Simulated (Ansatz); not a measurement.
Rows from a G0W0 calculation on CO2 (Pa-3) (Ansatz 0.2.0; G0W0 on PBE, plane waves, PAW; PAW set soft_1; 4×4×4 mesh, 423 empty bands, screening to 108 eV, PAW set soft_1 files), in eV. Spin-orbit coupling is left out.

```csv
row,k,band,start,Σx,Σc at the solution,Vxc
A,Γ,v3,-1.878,-25.839,3.323,-20.414
B,Γ,v1,-1.652,-26.182,3.295,-20.841
C,Γ,c1,5.219,-6.506,-3.229,-11.259
D,Γ,c2,6.307,-11.037,-3.213,-17.305
```

**Question.** Work out each quasiparticle level and how far it moved.

The quasiparticle equation reads E = start + Σx + Σc(E) − Vxc.

```csv
row,E (eV),shift (eV)
A,-3.980,−2.102
B,-3.698,−2.046
C,6.743,+1.524
D,9.363,+3.056
```

Limits: not at the basis limit.

[Paths, hosts, dates, memory and timing lines, banners, echoed tables and standing remarks are left out of the program output.]

[Logs are printed without paths, hosts, clocks, repeated set-up lines and the standing remarks that a program may print on its own settings, such as how far it seeks lower states.]

[Runs of the session that timed out or met a known fault of the program may be left out.]

[Cells called generated may have been cut or substituted from an entry of the Crystallography Open Database or the Materials Project.]

[Hosts, paths, dates, database ids (printed as entryN), source tags and the programs' standing remarks are cut or masked in the printed files.]
